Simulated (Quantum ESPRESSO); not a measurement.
# BP (F-43m): how pressure shifts the optical phonon

Aim: the Grüneisen parameter and the pressure coefficient of an optical mode of BP (F-43m).

Main program and level: Quantum ESPRESSO 7.5; DFT PBE, scalar-relativistic, plane waves, GBRV ultrasoft pseudopotentials.

### Step 1. The relaxed structure

The structure is cubic, space group F-43m (No. 216). The conventional cell has a = 4.546 Å, b = 4.546 Å, c = 4.546 Å, α = 90.00°, β = 90.00°, γ = 90.00°. Nearest to B lie 4 P at 1.97 Å. P has 4 B at 1.97 Å nearest. Farther neighbours are not listed.

As a file:

```
B P
1.0
    -2.27303    0.00000    2.27303
     0.00000    2.27303    2.27303
    -2.27303    2.27303    0.00000
B P
1 1
Direct
  0.00000 0.00000 0.00000
  0.25000 0.25000 0.25000
```

This is the cell after its relaxation at this level of theory, not the database cell from which that began.

### Step 2. Runs at several volumes

The relaxed cell is scaled uniformly; in this structure symmetry fixes all atoms, so nothing has to be relaxed anew. Each volume gets a ground state and a response at Γ. The mode followed is the highest one without the macroscopic field, of symmetry T2; longitudinal polar modes lie higher. Cutoff 50 Ry, k mesh 12×12×12.

From the response at V/V₀ = 0.94:

The log of the run:

```text
[banners, grids, parts of the stress and lines that vanish by symmetry left out]
Program PHONON v.7.5
     Reading xml data from directory:

[...]
Exchange-correlation= PBE
                           (   1   4   3   4   0   0   0)
[...]
kinetic-energy cut-off    =      50.0000  Ry
     charge density cut-off    =     400.0000  Ry
     convergence threshold     =      1.0E-18
[...]
Exchange-correlation= PBE
                           (   1   4   3   4   0   0   0)
[...]
q = (   0.0000000   0.0000000   0.0000000 )
     25 Sym.Ops. (with q -> -q+G )
     G cutoff =  358.7770  (  20107 G-vectors)     FFT grid: ( 40, 40, 40)
     G cutoff =  179.3885  (   7119 G-vectors)  smooth grid: ( 27, 27, 27)
     number of k points=    72
[...]
Mode symmetry, T_d (-43m)  point group:
[...]
Dielectric constant
[...]
End of electric fields calculation
          Dielectric constant in cartesian axis
          (       9.157874966      -0.000000000       0.000000000 )
          (      -0.000000000       9.157874966      -0.000000000 )
          (       0.000000000      -0.000000000       9.157874966 )
          Effective charges (d Force / dE) in cartesian axis without acoustic sum rule applied (asr)
           atom    1  B     Mean Z*:       -0.69706
      Ex  (       -0.69706       -0.00000       -0.00000 )
      Ey  (       -0.00000       -0.69706       -0.00000 )
      Ez  (       -0.00000       -0.00000       -0.69706 )
           atom    2  P     Mean Z*:        0.69304
      Ex  (        0.69304        0.00000        0.00000 )
      Ey  (        0.00000        0.69304       -0.00000 )
      Ez  (       -0.00000       -0.00000        0.69304 )
          Effective charges Sum: Mean:       -0.00402
[...]
Effective charges (d Force / dE) in cartesian axis with asr applied:
           atom    1  B     Mean Z*:       -0.69505
[...]
atom    2  P     Mean Z*:        0.69505
[...]
Representation #   1 modes #   1   2   3
[...]
End of self-consistent calculation
     Convergence has been achieved
     Representation #   2 modes #   4   5   6
[...]
End of self-consistent calculation
     Convergence has been achieved
[...]
Dielectric constant in cartesian axis
          (       9.157874966      -0.000000000       0.000000000 )
          (      -0.000000000       9.157874966      -0.000000000 )
          (       0.000000000      -0.000000000       9.157874966 )
          Effective charges (d Force / dE) in cartesian axis without acoustic sum rule applied (asr)
           atom    1  B     Mean Z*:       -0.69706
      Ex  (       -0.69706       -0.00000       -0.00000 )
      Ey  (       -0.00000       -0.69706       -0.00000 )
      Ez  (       -0.00000       -0.00000       -0.69706 )
           atom    2  P     Mean Z*:        0.69304
      Ex  (        0.69304        0.00000        0.00000 )
      Ey  (        0.00000        0.69304       -0.00000 )
      Ez  (       -0.00000       -0.00000        0.69304 )
          Effective charges Sum: Mean:       -0.00402
[...]
Effective charges (d Force / dE) in cartesian axis with asr applied:
           atom    1  B     Mean Z*:       -0.69505
[...]
atom    2  P     Mean Z*:        0.69505
[...]
q = (    0.000000000   0.000000000   0.000000000 )
[...]
freq (    1) =       0.128158 [THz] =       4.274889 [cm-1]
     freq (    2) =       0.128158 [THz] =       4.274889 [cm-1]
     freq (    3) =       0.128158 [THz] =       4.274889 [cm-1]
     freq (    4) =      25.509989 [THz] =     850.921625 [cm-1]
     freq (    5) =      25.509989 [THz] =     850.921625 [cm-1]
     freq (    6) =      25.509989 [THz] =     850.921625 [cm-1]
[...]
Mode symmetry, T_d (-43m)  point group:
     freq (   1-   3) =          4.3  [cm-1]   --> T_2  G_15 P_4   I+R
     freq (   4-   6) =        850.9  [cm-1]   --> T_2  G_15 P_4   I+R

   JOB DONE.
```

One volume, V/V₀ = 1, is held back as a test.

```
V/V₀  volume (Å³/atom)  pressure (GPa)   ω (cm⁻¹)
0.94            11.039           11.28     850.92
0.97            11.392            5.25     824.83
   1            11.744            0.02  held back
1.03            12.096           -4.50     776.64
1.06            12.449           -8.41     754.32
```

### Step 3. The fit

The mode Grüneisen parameter is γ = −d ln ω / d ln V.

```
ln(V/V₀)    ln ω
 -0.0619  6.7463
 -0.0305  6.7152
  0.0296  6.6550
  0.0583  6.6258
```

A straight line through these points has the slope -1.003, so γ = 1.00; at V/V₀ = 1 it predicts ω = exp(6.6844 + 0.0000) = 799.86 cm⁻¹.

A parabola of pressure against ln V through V/V₀ = 0.97, 1 and 1.03 gives the bulk modulus B = −dP/d ln V = 162 GPa at V₀. With ω₀ from the fitted line the pressure coefficient follows as dω/dP = γ ω₀ / B = 1.00 × 799.9 / 162 = 4.95 cm⁻¹/GPa.

### Step 4. The run that was held back

The log of the run:

```text
[banners, grids, parts of the stress and lines that vanish by symmetry left out]
[banner, memory and clock lines left out]
Program PHONON v.7.5

[...]
Exchange-correlation= PBE
                           (   1   4   3   4   0   0   0)
[...]
kinetic-energy cut-off    =      50.0000  Ry
     charge density cut-off    =     400.0000  Ry
     convergence threshold     =      1.0E-18
[...]
Exchange-correlation= PBE
                           (   1   4   3   4   0   0   0)
[...]
q = (   0.0000000   0.0000000   0.0000000 )
     25 Sym.Ops. (with q -> -q+G )
     G cutoff =  373.8862  (  21547 G-vectors)     FFT grid: ( 40, 40, 40)
     G cutoff =  186.9431  (   7631 G-vectors)  smooth grid: ( 27, 27, 27)
     number of k points=    72
[...]
Mode symmetry, T_d (-43m)  point group:
[...]
Dielectric constant
[...]
End of electric fields calculation
          Dielectric constant in cartesian axis
          (       9.177317628      -0.000000000      -0.000000000 )
          (      -0.000000000       9.177317628       0.000000000 )
          (      -0.000000000       0.000000000       9.177317628 )
          Effective charges (d Force / dE) in cartesian axis without acoustic sum rule applied (asr)
           atom    1  B     Mean Z*:       -0.49383
      Ex  (       -0.49383        0.00000        0.00000 )
      Ey  (        0.00000       -0.49383       -0.00000 )
      Ez  (        0.00000       -0.00000       -0.49383 )
           atom    2  P     Mean Z*:        0.48999
      Ex  (        0.48999       -0.00000       -0.00000 )
[...]
Representation #   1 modes #   1   2   3
[...]
End of self-consistent calculation
     Convergence has been achieved
     Representation #   2 modes #   4   5   6
[...]
End of self-consistent calculation
     Convergence has been achieved
[...]
Dielectric constant in cartesian axis
          (       9.177317628      -0.000000000      -0.000000000 )
          (      -0.000000000       9.177317628       0.000000000 )
          (      -0.000000000       0.000000000       9.177317628 )
          Effective charges (d Force / dE) in cartesian axis without acoustic sum rule applied (asr)
           atom    1  B     Mean Z*:       -0.49383
      Ex  (       -0.49383        0.00000        0.00000 )
      Ey  (        0.00000       -0.49383       -0.00000 )
      Ez  (        0.00000       -0.00000       -0.49383 )
           atom    2  P     Mean Z*:        0.48999
      Ex  (        0.48999       -0.00000       -0.00000 )
      Ey  (        0.00000        0.48999       -0.00000 )
      Ez  (       -0.00000        0.00000        0.48999 )
          Effective charges Sum: Mean:       -0.00383
[...]
Effective charges (d Force / dE) in cartesian axis with asr applied:
           atom    1  B     Mean Z*:       -0.49191
[...]
atom    2  P     Mean Z*:        0.49191
[...]
q = (    0.000000000   0.000000000   0.000000000 )
[...]
freq (    1) =       0.042909 [THz] =       1.431299 [cm-1]
     freq (    2) =       0.042909 [THz] =       1.431299 [cm-1]
     freq (    3) =       0.042909 [THz] =       1.431299 [cm-1]
     freq (    4) =      23.986510 [THz] =     800.103838 [cm-1]
     freq (    5) =      23.986510 [THz] =     800.103838 [cm-1]
     freq (    6) =      23.986510 [THz] =     800.103838 [cm-1]
[...]
Mode symmetry, T_d (-43m)  point group:
     freq (   1-   3) =          1.4  [cm-1]   --> T_2  G_15 P_4   I+R
     freq (   4-   6) =        800.1  [cm-1]   --> T_2  G_15 P_4   I+R
```

It gives 800.10 cm⁻¹ against the predicted 799.86 cm⁻¹, a miss of 0.2 cm⁻¹.

### Step 5. Summary of results

* mode Grüneisen parameter: 1.003
* bulk modulus: 162 GPa
* pressure coefficient: 4.95 cm⁻¹/GPa

In words: The highest optical mode of BP (F-43m) without the LO-TO term stiffens by 4.95 cm⁻¹ a GPa near the relaxed volume, with γ = 1.00. The power law meets all 5 runs within 0.03 %; between neighbouring volumes γ runs from 0.99 to 1.02. Such a coefficient turns a measured shift of this mode into a hydrostatic stress; uniaxial or biaxial stress splits the mode and needs deformation potentials. These are harmonic values at zero temperature for the structure held cubic, which a run at Γ can't show to be stable; the bulk modulus rests on three points.

[Host names and launcher messages were left out of these logs when they were recorded.]

[Logs are printed without paths, hosts, clocks, repeated set-up lines and the standing remarks that a program may print on its own settings, such as how far it seeks lower states.]

[Hosts, paths, dates, database ids (printed as entryN), source tags and the programs' standing remarks are cut or masked in the printed files.]
